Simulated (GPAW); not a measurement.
# Geometry or basis: what sets the conductance of an Ir chain with an Ag atom bridging one bond, part 2 of 2

How well does an Ir chain with an Ag atom bridging one bond conduct once its atoms have relaxed, and how much do cheaper levels lose?

GPAW 26.7.0; GPAW LCAO, PAW setups; relaxation of the junction within the symmetry of its start, lead ends held (the session's first sound run).

So far, transmission at the Fermi level (one spin): step 3 (double-zeta polarised basis, PBE, GPAW) 3.52; step 4 (basis szp(dzp), PBE, GPAW) 3.60; step 5 (basis sz(dzp), PBE, GPAW) 3.58; step 6 (RPBE) 3.49; step 7 (without the relaxation: geometry = "as built", PBE, GPAW) 5.14.

**9. Comparison**

The curves are compared point by point over the common energies.

This step: comparison of transmission and cost over codes, levels and geometry (GPAW 26.7.0).

Ladder, by row:

```tsv
step	code	T at the Fermi level (sum over the listed spins)	conductance (G0)	r.m.s. T(E) from the first	wall time (s)	peak memory (GiB)	threads
dzp	GPAW	3.519	3.506	0	338	1.41	1
szp	GPAW	3.597	3.588	0.1287	203	1.35	1
sz	GPAW	3.583	3.568	0.1394	128.3	1.31	1
dzp-RPBE	GPAW	3.492	3.501	0.02178	281.1	1.41	1
asbuilt	GPAW	5.135	4.887	0.734	324.3	1.41	1
```

Table of transmission, zone mean, sum over the listed spins by energy, zero at the Fermi level:

```tsv
energy (eV)	dzp	szp	sz	dzp-RPBE	asbuilt
-2.000	2.77	2.89	2.95	2.79	2.47
-1.800	3.00	3.09	3.11	3.00	2.66
-1.600	3.09	3.18	3.19	3.09	2.80
-1.400	3.07	3.18	3.19	3.06	2.79
-1.200	3.02	3.08	3.10	3.01	4.29
-1.000	3.69	3.62	3.59	3.69	4.71
-0.800	4.85	4.78	4.72	4.84	4.95
-0.600	5.05	5.03	5.02	5.03	5.08
-0.550	5.06	5.06	5.05	5.05	5.11
-0.525	5.06	5.06	5.05	5.04	5.14
-0.400	5.05	5.05	5.03	5.03	5.21
-0.200	4.38	4.50	4.50	4.34	5.36
0.000	3.52	3.60	3.58	3.49	5.14
0.125	3.18	3.05	2.94	3.18	3.64
0.200	3.10	3.05	2.98	3.09	3.61
0.400	2.73	2.71	2.66	2.73	3.53
0.600	2.37	2.37	2.31	2.38	3.39
0.800	2.00	2.01	2.10	2.00	3.00
1.000	2.08	1.79	1.82	2.06	2.68
1.200	1.65	1.61	1.63	1.66	2.49
1.400	1.48	1.54	1.55	1.48	2.20
1.600	1.35	1.45	1.45	1.36	1.93
1.800	1.11	1.24	1.20	1.11	1.88
2.000	0.893	0.862	0.893	0.888	0.995
```

**10. SCF mesh 1×1×1, potential alignment off, grid spacing 0.14**

The SCF mesh sets the Fermi level of the repeated cell. Without the shift, lead and junction are matched by their Fermi levels alone. The real-space grid carries density and potential; a coarse one breaks translation symmetry along the lead and scatters electrons that should pass.

This step: GPAW LCAO, PAW setups; Landauer transmission from Green's functions with principal layers (ASE), zero bias (GPAW 26.7.0).

Input file run.py:

```python
import json
import numpy as np
from ase import Atoms
from ase.transport.calculators import TransportCalculator
from gpaw import GPAW, FermiDirac
from gpaw.lcao.tools import get_lcao_hamiltonian
from scipy.linalg import eigh

# The junction with lead layers at both ends, along the third cell vector
device = Atoms(
    ['Ir', 'Ir', 'Ir', 'Ir', 'Ir', 'Ir', 'Ir', 'Ir', 'Ag', 'Ir', 'Ir', 'Ir', 'Ir', 'Ir', 'Ir', 'Ir', 'Ir'],
    positions=[
        [4.50000, 4.50000, 1.15000],
        [4.50000, 4.50000, 3.45000],
        [4.50000, 4.50000, 5.75000],
        [4.50000, 4.50000, 8.05000],
        [4.50000, 4.50000, 10.35000],
        [4.50000, 4.50000, 12.65000],
        [4.50000, 4.50000, 14.95000],
        [3.69693, 4.50000, 17.22353],
        [5.99473, 4.50000, 18.50000],
        [3.69693, 4.50000, 19.77647],
        [4.50000, 4.50000, 22.05000],
        [4.50000, 4.50000, 24.35000],
        [4.50000, 4.50000, 26.65000],
        [4.50000, 4.50000, 28.95000],
        [4.50000, 4.50000, 31.25000],
        [4.50000, 4.50000, 33.55000],
        [4.50000, 4.50000, 35.85000]],
    cell=[[9.0, 0.0, 0.0], [0.0, 9.0, 0.0], [0.0, 0.0, 37.0]],
    pbc=True)

# One principal layer of the lead: the first 5 atoms of the device
lead = Atoms(
    ['Ir', 'Ir', 'Ir', 'Ir', 'Ir'],
    positions=[
        [4.50000, 4.50000, 1.15000],
        [4.50000, 4.50000, 3.45000],
        [4.50000, 4.50000, 5.75000],
        [4.50000, 4.50000, 8.05000],
        [4.50000, 4.50000, 10.35000]],
    cell=[[9.0, 0.0, 0.0], [0.0, 9.0, 0.0], [0.0, 0.0, 11.5]],
    pbc=True)

settings = dict(mode='lcao', basis='dzp', xc='PBE', h=0.14,
                occupations=FermiDirac(0.1), maxiter=250,
                mixer=dict(beta=0.1, nmaxold=8, weight=100.0),
                convergence=dict(density=0.0001))
energies = np.arange(-2, 2 + 1e-9, 0.025)
eta = 0.0001
n1, n2 = 1, 1
# k and -k transmit alike, so half of the mesh across the current serves
mesh = [(i, j) for i in range(n1) for j in range(n2) if (i, j) <= (-i % n1, -j % n2)]
weights = np.array([1 if (i, j) == (-i % n1, -j % n2) else 2 for i, j in mesh]) / (n1 * n2)

# [... helper functions left out ...]
fermi_lead = ground_state(lead, (1, 1, 10), 'lead.txt')
fermi_device = ground_state(device, (1, 1, 1), 'device.txt')
# [... loop over the mesh left out, but for ...]
        # Lead and device are aligned by their Fermi levels alone
        shift = 0.0
# [...]
kT = 8.617333e-5 * 300
bias = [0.1, 0.2, 0.5, 1.0, 1.5, 2.0]
# [... integrals and printing left out ...]
```

Command:

```console
> OMP_NUM_THREADS=1 OPENBLAS_NUM_THREADS=1 python run.py
```

Log:

```text
basis functions: device 459, principal layer 135
Fermi level: lead -3.8818 eV, device -3.6135 eV; lead shifted by 0.0000 eV
largest coupling past the next layer 1.48e-06 eV, largest misfit of the first layer 0.175 eV
  E-E_F (eV)   T (one spin)  channels
    -2.000    2.6987e+00    4.0000
    -1.975    2.7785e+00    4.0000
    -1.950    2.8579e+00    4.0000
    -1.925    2.9313e+00    4.0000
    -1.900    2.9927e+00    4.0000
    -1.875    3.0378e+00    4.0000
    -1.850    3.0667e+00    4.0000
    -1.825    3.0800e+00    4.0000
    -1.800    3.0824e+00    4.0000
    -1.775    3.0785e+00    4.0000
    -1.750    3.0723e+00    4.0000
    -1.725    3.0670e+00    4.0000
    -1.700    3.0637e+00    4.0000
    -1.675    3.0635e+00    4.0000
    -1.650    3.0664e+00    4.0000
    -1.625    3.0723e+00    4.0000
[...]
1.825    9.4203e-01    3.0000
     1.850    9.0020e-01    3.0000
     1.875    8.5955e-01    3.0000
     1.900    8.1967e-01    3.0000
     1.925    7.7750e-01    3.0000
     1.950    8.3850e-01    1.0000
     1.975    8.8403e-01    1.0000
     2.000    9.1173e-01    1.0000
conductance at 300 K: 3.5049 G0 a cell; thermopower 11.13 uV/K
current from the zero-bias T(E) at 0.1 V: 27.079 uA
current from the zero-bias T(E) at 0.2 V: 54.171 uA
current from the zero-bias T(E) at 0.5 V: 139.55 uA
current from the zero-bias T(E) at 1.0 V: 287.83 uA
current from the zero-bias T(E) at 1.5 V: 429.81 uA
current from the zero-bias T(E) at 2.0 V: 554.99 uA
```

It took 10 min on 1 thread of Arm Neoverse V1, shared host; peak memory 3.9 GiB.

The run finished with changed settings (scf_mesh = [1, 1, 1], align = false and h = 0.14); it serves as a test.

Side by side:

```tsv
quantity	this run	sound run	difference
conductance (G₀)	3.5049	3.5064	-0.00147
largest coupling past the next principal layer (eV)	1.484e-6	1.484e-6	-5.6e-11
largest misfit of the first principal layer (eV)	0.17462	0.070442	0.104
shift that aligns the lead (eV)	0	-0.017241	0.0172
transmission at the Fermi level (one spin)	3.6096	3.5188	0.0908
```

The two runs differ clearly in the largest misfit of the first principal layer: 0.175 eV against 0.0704 eV.

**11. Outcome**

* conductance: 3.51 G₀
* transmission at the Fermi level, mean of the spins: 3.52

What this shows: In the dzp basis the junction conducts 3.51 G₀ at 300 K, with T = 3.52 a spin at the Fermi level; the sz basis reaches that conductance within 10 %. Relaxation moved atoms by up to 0.80 Å and took the conductance from 4.89 to 3.51 G₀, as a ratio a larger change than the step from dzp to the minimal basis. At the Fermi level the three most open eigenchannels pass 0.96, 0.90 and 0.85. Measured against the first run (dzp), the nearest curve is that of dzp-RPBE (r.m.s. 0.022) and the farthest that of asbuilt (0.73). Over the compared runs wall time goes from 128 s (sz) to 338 s (dzp), on a shared host. The leads kept an estimated spacing and the cell its length, so the junction may be under some tension or compression. The geometry comes from the orbital basis, which tends to overbind, and kept the symmetry of the start, so a structure of lower symmetry may lie lower. The run had no spin polarisation, so a magnetic state, which chains and small molecules with open shells often have, wasn't tested. Spin-orbit coupling is left out, which matters for the heavy atoms here. An evenly spaced straight chain is an idealisation: free chains tend to dimerise, zigzag or, where a band edge lies near the Fermi level, turn magnetic. The currents use the zero-bias T(E) throughout, which holds only while the bias is small against the distance to the nearest feature. The thermopower isn't quoted: it samples T(E) farther from the Fermi level than the conductance does, and the energy grid wasn't tested for it.

[Logs are printed without paths, hosts, clocks, repeated set-up lines and the standing remarks that a program may print on its own settings, such as how far it seeks lower states.]

[Hosts, paths, dates, database ids (printed as entryN), source tags and the programs' standing remarks are cut or masked in the printed files.]
